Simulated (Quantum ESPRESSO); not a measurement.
# PbF2 (Fluorocronite): phonon frequency against volume, with a fit

By how much does an optical zone-centre mode of PbF2 (Fluorocronite) shift under hydrostatic pressure?

Calculated with Quantum ESPRESSO 7.5; DFT LDA, scalar-relativistic, plane waves, GBRV ultrasoft pseudopotentials.

The database entry behind the starting cell differs from later determinations by our own check (0.1 to 0.3 % short, probably kX units), so it need not match the best structure at ambient conditions.

## (1) The relaxed structure

The structure is cubic, space group Fm-3m (No. 225). The conventional cell has a = 5.805 Å, b = 5.805 Å, c = 5.805 Å, α = 90.00°, β = 90.00°, γ = 90.00°. Nearest to Pb lie 8 F at 2.51 Å. F has 4 Pb at 2.51 Å nearest. Farther neighbours and most contacts between anions are not listed.

Structure file:

```xyz
3
Lattice="-2.9026 0.0000 2.9026 0.0000 2.9026 2.9026 -2.9026 2.9026 0.0000" Properties=species:S:1:pos:R:3 pbc="T T T"
Pb    0.0000    0.0000    0.0000
F    -4.3539    4.3539    4.3539
F    -1.4513    1.4513    1.4513
```

This is the cell after its relaxation at this level of theory, not the database cell from which that began.

## (2) Runs at several volumes

The relaxed cell is scaled uniformly; in this structure symmetry fixes all atoms, so nothing has to be relaxed anew. Each volume gets a ground state and a response at Γ. The mode followed is the highest one without the macroscopic field, of symmetry T2g; longitudinal polar modes lie higher. Cutoff 55 Ry, k mesh 8×8×8.

From the response at V/V₀ = 0.94:

The log of the run:

```text
[banners, grids, parts of the stress and lines that vanish by symmetry left out]
Program PHONON v.7.5
     Reading xml data from directory:

[...]
Exchange-correlation= PZ
                           (   1   1   0   0   0   0   0)
[...]
kinetic-energy cut-off    =      55.0000  Ry
     charge density cut-off    =     440.0000  Ry
     convergence threshold     =      1.0E-18
[...]
Exchange-correlation= PZ
                           (   1   1   0   0   0   0   0)
[...]
q = (   0.0000000   0.0000000   0.0000000 )
     49 Sym.Ops. (with q -> -q+G )
     G cutoff = 1287.0892  (  48359 G-vectors)     FFT grid: ( 54, 54, 54)
     G cutoff =  643.5446  (  16961 G-vectors)  smooth grid: ( 36, 36, 36)
     number of k points=    29
[...]
Mode symmetry, O_h (m-3m)  point group:
[...]
Dielectric constant
[...]
End of electric fields calculation
          Dielectric constant in cartesian axis
          (       3.529537123      -0.000000000      -0.000000000 )
          (      -0.000000000       3.529537123       0.000000000 )
          (      -0.000000000       0.000000000       3.529537123 )
          Effective charges (d Force / dE) in cartesian axis without acoustic sum rule applied (asr)
           atom    1  Pb    Mean Z*:        3.30330
      Ex  (        3.30330       -0.00000       -0.00000 )
      Ey  (       -0.00000        3.30330        0.00000 )
      Ez  (       -0.00000        0.00000        3.30330 )
           atom    2  F     Mean Z*:       -1.65087
      Ex  (       -1.65087       -0.00000       -0.00000 )
      Ey  (       -0.00000       -1.65087        0.00000 )
      Ez  (        0.00000        0.00000       -1.65087 )
           atom    3  F     Mean Z*:       -1.65087
      Ex  (       -1.65087       -0.00000       -0.00000 )
      Ey  (       -0.00000       -1.65087        0.00000 )
      Ez  (       -0.00000        0.00000       -1.65087 )
          Effective charges Sum: Mean:        0.00156
[...]
Effective charges (d Force / dE) in cartesian axis with asr applied:
           atom    1  Pb    Mean Z*:        3.30278
[...]
atom    2  F     Mean Z*:       -1.65139
[...]
atom    3  F     Mean Z*:       -1.65139
[...]
Representation #   1 modes #   1   2   3
[...]
End of self-consistent calculation
     Convergence has been achieved
     Representation #   2 modes #   4   5   6
[...]
End of self-consistent calculation
     Convergence has been achieved
     Representation #   3 modes #   7   8   9
[...]
End of self-consistent calculation
     Convergence has been achieved
[...]
Dielectric constant in cartesian axis
          (       3.529537123      -0.000000000      -0.000000000 )
          (      -0.000000000       3.529537123       0.000000000 )
          (      -0.000000000       0.000000000       3.529537123 )
          Effective charges (d Force / dE) in cartesian axis without acoustic sum rule applied (asr)
           atom    1  Pb    Mean Z*:        3.30330
      Ex  (        3.30330       -0.00000       -0.00000 )
      Ey  (       -0.00000        3.30330        0.00000 )
      Ez  (       -0.00000        0.00000        3.30330 )
           atom    2  F     Mean Z*:       -1.65087
      Ex  (       -1.65087       -0.00000       -0.00000 )
      Ey  (       -0.00000       -1.65087        0.00000 )
      Ez  (        0.00000        0.00000       -1.65087 )
           atom    3  F     Mean Z*:       -1.65087
      Ex  (       -1.65087       -0.00000       -0.00000 )
      Ey  (       -0.00000       -1.65087        0.00000 )
      Ez  (       -0.00000        0.00000       -1.65087 )
          Effective charges Sum: Mean:        0.00156
[...]
Effective charges (d Force / dE) in cartesian axis with asr applied:
           atom    1  Pb    Mean Z*:        3.30278
[...]
atom    2  F     Mean Z*:       -1.65139
[...]
atom    3  F     Mean Z*:       -1.65139
[...]
q = (    0.000000000   0.000000000   0.000000000 )
[...]
freq (    1) =      -0.174775 [THz] =      -5.829879 [cm-1]
     freq (    2) =      -0.174775 [THz] =      -5.829879 [cm-1]
     freq (    3) =      -0.174775 [THz] =      -5.829879 [cm-1]
     freq (    4) =       4.833274 [THz] =     161.220655 [cm-1]
     freq (    5) =       4.833274 [THz] =     161.220655 [cm-1]
     freq (    6) =       4.833274 [THz] =     161.220655 [cm-1]
     freq (    7) =       8.709866 [THz] =     290.529863 [cm-1]
     freq (    8) =       8.709866 [THz] =     290.529863 [cm-1]
     freq (    9) =       8.709866 [THz] =     290.529863 [cm-1]
[...]
Mode symmetry, O_h (m-3m)  point group:
     freq (   1-   3) =         -5.8  [cm-1]   --> T_1u G_15  G_4- I
     freq (   4-   6) =        161.2  [cm-1]   --> T_1u G_15  G_4- I
     freq (   7-   9) =        290.5  [cm-1]   --> T_2g G_25' G_5+ R

   JOB DONE.
```

One volume, V/V₀ = 1, is held back as a test.

| V/V₀ | volume (Å³/atom) | pressure (GPa) | ω (cm⁻¹) |
| --- | --- | --- | --- |
| 0.94 | 15.325 | 6.38 | 290.53 |
| 0.97 | 15.814 | 2.94 | 275.13 |
| 1 | 16.303 | 0.04 | held back |
| 1.03 | 16.792 | -2.39 | 247.00 |
| 1.06 | 17.281 | -4.44 | 234.08 |

## (3) The fit

The mode Grüneisen parameter is γ = −d ln ω / d ln V.

| ln(V/V₀) | ln ω |
| --- | --- |
| -0.0619 | 5.6717 |
| -0.0305 | 5.6172 |
| 0.0296 | 5.5094 |
| 0.0583 | 5.4557 |

A straight line through these points has the slope -1.798, so γ = 1.80; at V/V₀ = 1 it predicts ω = exp(5.5615 + 0.0000) = 260.21 cm⁻¹.

A parabola of pressure against ln V through V/V₀ = 0.97, 1 and 1.03 gives the bulk modulus B = −dP/d ln V = 89 GPa at V₀. With ω₀ from the fitted line the pressure coefficient follows as dω/dP = γ ω₀ / B = 1.80 × 260.2 / 89 = 5.28 cm⁻¹/GPa.

## (4) The run that was held back

The log of the run:

```text
[banners, grids, parts of the stress and lines that vanish by symmetry left out]
[banner, memory and clock lines left out]
Program PHONON v.7.5

[...]
Exchange-correlation= PZ
                           (   1   1   0   0   0   0   0)
[...]
kinetic-energy cut-off    =      55.0000  Ry
     charge density cut-off    =     440.0000  Ry
     convergence threshold     =      1.0E-18
[...]
Exchange-correlation= PZ
                           (   1   1   0   0   0   0   0)
[...]
q = (   0.0000000   0.0000000   0.0000000 )
     49 Sym.Ops. (with q -> -q+G )
     G cutoff = 1341.2922  (  51445 G-vectors)     FFT grid: ( 54, 54, 54)
     G cutoff =  670.6461  (  18149 G-vectors)  smooth grid: ( 40, 40, 40)
     number of k points=    29
[...]
Mode symmetry, O_h (m-3m)  point group:
[...]
Dielectric constant
[...]
End of electric fields calculation
          Dielectric constant in cartesian axis
          (       3.458582210      -0.000000000      -0.000000000 )
          (      -0.000000000       3.458582210       0.000000000 )
          (      -0.000000000       0.000000000       3.458582210 )
          Effective charges (d Force / dE) in cartesian axis without acoustic sum rule applied (asr)
           atom    1  Pb    Mean Z*:        3.24363
      Ex  (        3.24363       -0.00000        0.00000 )
      Ey  (       -0.00000        3.24363        0.00000 )
      Ez  (        0.00000        0.00000        3.24363 )
           atom    2  F     Mean Z*:       -1.62102
      Ex  (       -1.62102       -0.00000       -0.00000 )
[...]
(      -0.000000000       0.000000000       3.458582210 )
          Effective charges (d Force / dE) in cartesian axis without acoustic sum rule applied (asr)
           atom    1  Pb    Mean Z*:        3.24363
      Ex  (        3.24363       -0.00000        0.00000 )
      Ey  (       -0.00000        3.24363        0.00000 )
      Ez  (        0.00000        0.00000        3.24363 )
           atom    2  F     Mean Z*:       -1.62102
      Ex  (       -1.62102       -0.00000       -0.00000 )
      Ey  (       -0.00000       -1.62102       -0.00000 )
      Ez  (        0.00000       -0.00000       -1.62102 )
           atom    3  F     Mean Z*:       -1.62102
      Ex  (       -1.62102       -0.00000       -0.00000 )
      Ey  (       -0.00000       -1.62102       -0.00000 )
      Ez  (       -0.00000       -0.00000       -1.62102 )
          Effective charges Sum: Mean:        0.00159
[...]
Effective charges (d Force / dE) in cartesian axis with asr applied:
           atom    1  Pb    Mean Z*:        3.24310
[...]
atom    2  F     Mean Z*:       -1.62155
[...]
atom    3  F     Mean Z*:       -1.62155
[...]
q = (    0.000000000   0.000000000   0.000000000 )
[...]
freq (    1) =      -0.210698 [THz] =      -7.028133 [cm-1]
     freq (    2) =      -0.210698 [THz] =      -7.028133 [cm-1]
     freq (    3) =      -0.210698 [THz] =      -7.028133 [cm-1]
     freq (    4) =       3.750279 [THz] =     125.095843 [cm-1]
     freq (    5) =       3.750279 [THz] =     125.095843 [cm-1]
     freq (    6) =       3.750279 [THz] =     125.095843 [cm-1]
     freq (    7) =       7.812436 [THz] =     260.594806 [cm-1]
     freq (    8) =       7.812436 [THz] =     260.594806 [cm-1]
     freq (    9) =       7.812436 [THz] =     260.594806 [cm-1]
[...]
Mode symmetry, O_h (m-3m)  point group:
     freq (   1-   3) =         -7.0  [cm-1]   --> T_1u G_15  G_4- I
     freq (   4-   6) =        125.1  [cm-1]   --> T_1u G_15  G_4- I
     freq (   7-   9) =        260.6  [cm-1]   --> T_2g G_25' G_5+ R
```

It gives 260.59 cm⁻¹ against the predicted 260.21 cm⁻¹, a miss of 0.4 cm⁻¹.

## (5) Outcome

```json
{"mode Grüneisen parameter": "1.798", "bulk modulus": "88.6 GPa", "pressure coefficient": "5.28 cm⁻¹/GPa"}
```

In words: The highest optical mode of PbF2 (Fluorocronite) without the LO-TO term stiffens by 5.28 cm⁻¹ a GPa near the relaxed volume, with γ = 1.80. The power law meets all 5 runs within 0.15 %; between neighbouring volumes γ runs from 1.73 to 1.87. Such a coefficient turns a measured shift of this mode into a hydrostatic stress; uniaxial or biaxial stress splits the mode and needs deformation potentials. These are harmonic values at zero temperature for the structure held cubic, which a run at Γ can't show to be stable; the bulk modulus rests on three points.

[Host names and launcher messages were left out of these logs when they were recorded.]

[Logs are printed without paths, hosts, clocks, repeated set-up lines and the standing remarks that a program may print on its own settings, such as how far it seeks lower states.]

[Hosts, paths, dates, database ids (printed as entryN), source tags and the programs' standing remarks are cut or masked in the printed files.]
